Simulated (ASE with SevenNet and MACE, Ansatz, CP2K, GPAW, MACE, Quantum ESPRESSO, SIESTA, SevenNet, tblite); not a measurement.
# Machine-learned potentials runs on Ta2H10C4Cl8O3 (P2_1/c) (108 atoms)

How do the settings of machine-learned potentials change the result for Ta2H10C4Cl8O3 (P2_1/c) (108 atoms)? A plane-wave run serves as the yardstick.

Method: the method is named at each step, in ASE with SevenNet and MACE.

### 1. Starting point

The cell holds 108 atoms: 8 Ta, 40 H, 16 C, 32 Cl and 12 O. Its edges and angles: a = 6.639 Å, b = 26.008 Å, c = 10.653 Å, α = 90.0°, β = 114.3°, γ = 90.0°. It derives from Ta2H10C4Cl8O3 (P2_1/c), repeated 1×1×1. Ta2H10C4Cl8O3, space group P2_1/c, structure from the Crystallography Open Database, 1 x 1 x 1 conventional cells; every coordinate displaced by a Gaussian of 0.02 Å; bonds to H set to neutron lengths (C-H 1.089, N-H 1.015, O-H 0.983, B-H 1.19 Å) where the listed ones are shorter. Then every atom was moved at random, 0.05 Å r.m.s. a Cartesian component (hydrogen 0.6 of that).

The yardstick, on the same geometry:

```
method                                           : Kohn-Sham DFT, PBE, SSSP efficiency 1.3.0 pseudopotentials, plane waves (Quantum ESPRESSO 7.5); sssp-pbe-1.3.0-efficiency, cutoffs 60/480 Ry, Γ point
r.m.s. force component                           : 2.006 eV/Å
longest force                                    : 11.92 eV/Å
pressure                                         : 4.304 GPa
gap (highest filled to lowest empty level) : 2.146 eV
time                                             : 11 min on 4 MPI ranks of Arm Neoverse V1, shared host
CPU time                                         : 44 min
```

### 2. SevenNet l3i5 potential

Method: machine-learned interatomic potential SevenNet l3i5, trained on PBE(+U) plane-wave data.

File run.py:

```python
import numpy as np
from ase.io import read
import mlip  # loads the published weights by name

atoms = read("structure.xyz")
atoms.calc = mlip.calc("7net-l3i5")
energy = atoms.get_potential_energy()
forces = atoms.get_forces()
print(f"energy {energy:.6f} eV")
print("forces (eV/A)")
for i, (a, f) in enumerate(zip(atoms, forces)):
    print(f"{i:4d} {a.symbol:2s} {f[0]:10.5f} {f[1]:10.5f} {f[2]:10.5f}")
stress = -atoms.get_stress(voigt=False) * 160.21766
print("stress (GPa, compression positive)")
for row in stress:
    print(" ".join(f"{x:10.4f}" for x in row))
```

File structure.xyz:

```xyz
108
Lattice="6.63880 0.00000 0.00000 0.00000 26.00830 0.00000 -4.37581 0.00000 9.71248" Properties=species:S:1:pos:R:3 pbc="T T T"
Ta 2.20627 23.28445 1.57196
Ta 2.16407 10.20228 3.22406
Ta 0.12604 2.81748 8.11808
Ta -0.04897 15.81383 6.44180
Ta 1.19490 22.35491 5.08847
Ta -1.06461 9.32189 9.41741
Ta 1.11759 3.61775 4.56292
Ta 3.32022 16.76937 0.21125
H 1.74428 25.85017 5.77611
H -1.70709 12.80779 8.73599
H 0.55233 0.18830 3.87722
H 3.92276 13.18829 0.95037
H 2.87864 24.95704 4.71240
H 1.54720 11.96668 0.11694
H -0.61759 1.07388 4.95327
H 0.66750 14.04864 9.62536
H 3.42626 25.33286 6.33759
H -3.31016 12.43665 8.22113
H -1.15616 0.54071 3.42054
H 5.59578 13.54096 1.49902
H 0.84497 24.53181 7.77795
H -0.61589 11.54352 6.77416
H 1.43854 1.55348 1.93230
H 2.91741 14.45775 2.92278
H 2.43282 24.51412 8.27105
H -2.40327 11.53312 6.33730
H -0.18782 1.52903 1.41550
H 4.62841 14.56647 3.42559
H 2.44930 22.09093 8.32126
H -2.45308 9.04855 6.23522
H -0.11500 3.92465 1.43453
H 4.62606 17.04870 3.41209
H 1.12043 22.58301 9.23511
H -1.00893 9.54635 5.33604
H 1.23007 3.47471 0.56973
H 3.21104 16.42502 4.37217
H 1.03493 19.84901 7.64382
H -0.90777 6.90963 6.95093
H 1.28932 6.17255 1.97396
H 3.24363 19.09477 2.85178
H -0.66027 20.30728 7.27436
H 0.72464 7.23291 7.39168
H 2.93476 5.77098 2.50572
H 1.52905 18.85108 2.35838
H -0.04055 20.69480 8.80378
H 0.17151 7.67947 5.77193
H 2.30110 5.30335 0.93240
H 2.06559 18.35900 3.99125
C 2.51919 25.14274 5.78165
C -2.60451 12.07773 8.70899
C -0.37330 0.80730 3.98387
C 4.74827 14.00105 0.95678
C 1.70426 23.93804 7.77465
C -1.55532 10.83610 6.88683
C 0.48775 2.13008 2.05574
C 3.86564 15.12903 2.86810
[... 48 atom lines left out ...]
O 0.63809 21.81680 7.20316
O -0.58599 8.89744 7.25581
O 1.65917 4.10801 2.45124
O 2.81671 17.11190 2.42220
```

The run is started by

```
OMP_NUM_THREADS=1 python run.py > output.txt
```

The log of the run:

```text
energy -578.141846 eV
forces (eV/A)
   0 Ta   -0.14304   -2.07030    0.96586
   1 Ta    2.59726   -0.28056    0.60945
   2 Ta   -1.59693   -2.19069    0.05436
   3 Ta    0.41588   -0.60461   -0.55552
   4 Ta   -2.90803   -1.83097    3.81187
   5 Ta    1.27713   -0.14861   -1.27337
   6 Ta    0.93538    2.48715   -0.08956
   7 Ta   -1.25474   -0.41039    3.98573
   8 H    -1.00613    1.10106    0.41483
   9 H    -1.17836   -0.99204   -0.34707
  10 H    -0.81467    0.32228    0.08402
  11 H     0.98403    0.77478    0.07570
  12 H    -0.69061   -0.25273    1.26553
  13 H    -0.10101   -0.12157   -1.56546
  14 H    -0.43817    0.52219    1.98562
  15 H     0.14103    0.66375   -0.29240
  16 H     0.15010    0.68788    0.44696
  17 H    -6.34168    2.35421   -4.77444
  18 H    -2.76087   -0.83217   -2.28924
  19 H    -0.09721    0.49849    0.26115
  20 H    -2.05031    0.93583    0.65337
  21 H    -1.27896   -1.66781    0.63677
  22 H    -0.15093    0.29623    0.31538
  23 H     1.11669    1.20306    0.07336
[...]
100 O     1.54904    0.42406   -3.55146
 101 O    -0.65648    1.92041   -0.68471
 102 O    -2.26638   -2.51571    3.22078
 103 O    -0.46237    4.07787    0.86133
 104 O     1.08007    1.56053    2.85962
 105 O     0.37629   -2.10790    0.68120
 106 O    -0.95407    0.53098    0.02020
 107 O     0.15367   -0.07753    0.58489
stress (GPa, compression positive)
    3.2683    -1.0870    -0.0828
   -1.0870     2.8326     0.2355
   -0.0828     0.2355     4.2085
```

Run time: 15 s. Hardware: 1 thread of Arm Neoverse V1, shared host; peak memory 1.6 GiB.

Banners, paths, timers and routine set-up lines are dropped from the logs unmarked, and long logs keep their key lines alone; longer cuts are marked.

Numbers from this run, and their distance from the reference:

```yaml
r_m_s_force_component: 1.922 eV/Å
r_m_s_difference_of_force_components: 178.7 meV/Å
longest_difference_of_force_vectors: 1107 meV/Å
force_difference_over_r_m_s_force: 8.911 %
slope_of_forces_against_the_reference_s: 0.9552
correlation_of_force_components: 0.9968
pressure: 3.437 GPa
pressure_difference: -0.8675 GPa
```

Length of the force difference by element (eV/Å):

```tsv
element	atoms	mean	most
C	16	0.37	0.65
Cl	32	0.24	0.41
H	40	0.12	0.43
O	12	0.41	0.81
Ta	8	0.48	1.1
```

Local excerpt of 9 atoms (numbers count through the whole input) about C50, which bears the longest force; x, y, z are measured from there.

```tsv
atom	x	y	z	distance (Å)	bonds	Fx	Fy	Fz (eV/Å)
C50	0.00	0.00	0.00	0.00	4	8.63	-2.55	6.85
H18	-0.71	0.36	-0.49	0.93	1	-6.34	2.35	-4.77
H14	-0.22	-0.11	1.12	1.15	1	-0.10	-0.12	-1.57
H10	0.90	0.73	0.03	1.16	1	-1.18	-0.99	-0.35
O102	0.56	-1.34	-0.43	1.52	3	-0.66	1.92	-0.68
H26	0.20	-0.54	-2.37	2.44	1	1.75	-1.84	0.92
C54	1.05	-1.24	-1.82	2.44	4	-2.15	6.60	-0.96
H22	1.99	-0.53	-1.93	2.83	1	-1.28	-1.67	0.64
H12	2.15	1.11	1.95	3.11	1	0.98	0.77	0.08
```

Atoms are counted from 1 here, from 0 in the log.

Forces lie 8.9 % from the reference's, at 0.0038 times its CPU time (on 1 against 4 cores).

### 3. SevenNet 0 potential

Method: machine-learned interatomic potential SevenNet 0, trained on PBE(+U) plane-wave data.

Edit run.py of step 2 so:

```diff
@@ -5,3 +5,3 @@
 atoms = read("structure.xyz")
-atoms.calc = mlip.calc("7net-l3i5")
+atoms.calc = mlip.calc("7net-0")
 energy = atoms.get_potential_energy()
```

structure.xyz is that of step 2.

The log of the run:

```text
energy -577.609436 eV
forces (eV/A)
   0 Ta   -0.00502   -1.74042    0.90873
   1 Ta    2.12327   -0.12788    0.46052
   2 Ta   -1.39617   -1.80809   -0.15076
   3 Ta    0.40166   -0.49720   -0.51495
   4 Ta   -2.72938   -1.73532    4.23698
   5 Ta    1.23442   -0.11176   -1.89822
   6 Ta    0.52163    1.81289   -0.69661
   7 Ta   -1.29780   -0.22839    4.25205
   8 H    -1.04117    1.10114    0.44425
   9 H    -1.13357   -0.95702   -0.45755
  10 H    -0.94713    0.27736    0.09090
  11 H     0.99896    0.83229    0.16068
  12 H    -0.65376   -0.12129    1.17077
  13 H    -0.14498   -0.17062   -1.52868
  14 H    -0.45852    0.30024    2.00596
  15 H     0.13112    0.66888   -0.21327
  16 H     0.07934    0.70281    0.39894
  17 H    -6.54366    2.57606   -4.80067
  18 H    -2.83296   -1.05918   -2.27317
  19 H    -0.22098    0.57392    0.21199
  20 H    -2.13638    1.06147    0.61649
  21 H    -1.03916   -1.46674    0.59399
  22 H    -0.13802    0.01637    0.32721
  23 H     1.02911    1.05724   -0.00328
[...]
100 O     1.44168    0.73353   -3.21803
 101 O    -0.49066    1.53057   -0.79566
 102 O    -2.18888   -2.09894    3.51048
 103 O    -0.58581    3.83621    1.27809
 104 O     0.79209    1.30105    2.75881
 105 O     0.67544   -2.60531    0.33227
 106 O    -0.77397    0.83585   -0.27604
 107 O     0.04711    0.13036    0.74547
stress (GPa, compression positive)
    3.6408    -1.1183    -0.3035
   -1.1183     2.8970     0.1748
   -0.3035     0.1748     4.6524
```

The job ended after 13 s (1 thread; peak memory 1 GiB).

Against the reference:

```yaml
r_m_s_force_component: 1.904 eV/Å
r_m_s_difference_of_force_components: 258.9 meV/Å
longest_difference_of_force_vectors: 2079 meV/Å
force_difference_over_r_m_s_force: 12.91 %
slope_of_forces_against_the_reference_s: 0.9421
correlation_of_force_components: 0.9926
pressure: 3.73 GPa
pressure_difference: -0.5739 GPa
```

Against the first run (8.9 %), the force difference from the reference is 13 %, at 0.80 times the CPU time.

### 4. MACE MP-0b3 medium potential

Method: machine-learned interatomic potential MACE MP-0b3 medium, trained on PBE(+U) plane-wave data.

Edit run.py of step 3 so:

```diff
@@ -5,3 +5,3 @@
 atoms = read("structure.xyz")
-atoms.calc = mlip.calc("7net-0")
+atoms.calc = mlip.calc("mace-mp-0b3-medium")
 energy = atoms.get_potential_energy()
```

structure.xyz is that of step 3.

The log of the run:

```text
energy -575.714933 eV
forces (eV/A)
   0 Ta    0.06349   -1.78140    0.51317
   1 Ta    2.33125   -0.16819    0.83726
   2 Ta   -1.82589   -2.33021    0.25925
   3 Ta    0.52737   -0.57060   -0.89447
   4 Ta   -2.90742   -1.86102    3.40431
   5 Ta    1.20908    0.02810   -0.69007
   6 Ta    0.61938    2.23609    0.69806
   7 Ta   -1.16389   -0.39936    3.63945
   8 H    -1.01370    1.10759    0.42670
   9 H    -1.11970   -0.91443   -0.46057
  10 H    -0.84853    0.26219    0.07211
  11 H     0.86789    0.84861    0.21663
  12 H    -0.72653   -0.15217    1.22643
  13 H    -0.15254   -0.03531   -1.59973
  14 H    -0.46050    0.34323    2.03188
  15 H     0.08727    0.73077   -0.36160
  16 H     0.07547    0.70790    0.37942
  17 H    -6.55181    2.57815   -4.86671
  18 H    -2.87173   -1.04301   -2.28044
  19 H    -0.22090    0.53077    0.23431
  20 H    -2.04588    0.95579    0.55380
  21 H    -1.23631   -1.65856    0.60376
  22 H    -0.13527    0.17822    0.30766
  23 H     1.11035    1.20082   -0.05488
[...]
100 O     1.34351    0.68271   -3.52380
 101 O    -0.41773    1.88848   -0.73603
 102 O    -2.22250   -2.60955    3.84864
 103 O    -0.85628    4.11041    1.08042
 104 O     1.09001    1.08097    3.06278
 105 O     0.36760   -2.59264    0.36284
 106 O    -0.96700    0.88919   -0.28358
 107 O     0.38515   -0.04137    0.78446
stress (GPa, compression positive)
    4.1109    -1.1264    -0.0492
   -1.1264     3.2473     0.2923
   -0.0492     0.2923     5.5537
```

It took 9.3 s on 1 thread; peak memory 1.2 GiB.

Numbers from this run, and their distance from the reference:

```yaml
r_m_s_force_component: 1.961 eV/Å
r_m_s_difference_of_force_components: 191.6 meV/Å
longest_difference_of_force_vectors: 1055 meV/Å
force_difference_over_r_m_s_force: 9.553 %
slope_of_forces_against_the_reference_s: 0.9733
correlation_of_force_components: 0.9956
pressure: 4.304 GPa
pressure_difference: 0 GPa
```

Against the first run (8.9 %), the force difference from the reference is 9.6 %, at 0.80 times the CPU time.

### 5. Side by side

Differences are against the plane-wave reference, forces as r.m.s. over components; share is that over the reference's r.m.s. force, slope the least-squares factor from reference forces to these. Total energies of different programs have different zeros and aren't compared.

```tsv
run	Δ force, r.m.s. (meV/Å)	share (%)	slope	Δ pressure (GPa)	cores	CPU time	memory (GiB)
reference	-	-	-	-	4	44 min	7.4
SevenNet l3i5 potential	179	8.91	0.955	-0.868	1	10 s	1.6
SevenNet 0 potential	259	12.9	0.942	-0.574	1	8.1 s	1.0
MACE MP-0b3 medium potential	192	9.55	0.973	0	1	8.1 s	1.2
```

Times of the machine-learned potentials are mostly Python's start and the loading of weights.

CPU time is summed over cores on a shared host, where runs went side by side, so it is rough. Symmetry, cutoffs, thresholds, outputs and thread counts weren't matched or tuned between programs; memory under MPI is the largest rank's times the ranks.

### 6. Results

```yaml
nearest_in_forces: SevenNet l3i5 potential, 8.9 %
its_cpu_time: 10 s
```

What this shows: Machine-learned potentials differ by 8.9 % (SevenNet l3i5 potential) to 13 % (SevenNet 0 potential); they were trained on other programs' data. The reference's pressure holds the uncorrected Pulay stress of its 60 Ry basis, so small pressure differences, and their order, may be the reference's own error. Machine-learned potentials mimic data converged in k, so the reference's own k-point error enters their differences. The reference's PBE has no dispersion term, which matters for the binding between molecules or layers. The published positions, changed by the recipe (random displacements or longer bonds to H), lie far from the minimum at this level of theory. The reference's pressure of 4.3 GPa belongs to a cell and atoms that aren't relaxed at this level. The electronic-structure runs sample only Γ, in a cell whose shortest periodic width is 6 Å. Spin–orbit coupling is left out, which matters for the levels of the heavy elements.

[Also dropped from logs without a mark: logging warnings of Python, and SIESTA's first energy breakdown and zero terms.]

[Logs are printed without paths, hosts, clocks, repeated set-up lines and the standing remarks that a program may print on its own settings, such as how far it seeks lower states.]

[Hosts, paths, dates, database ids (printed as entryN), source tags and the programs' standing remarks are cut or masked in the printed files.]
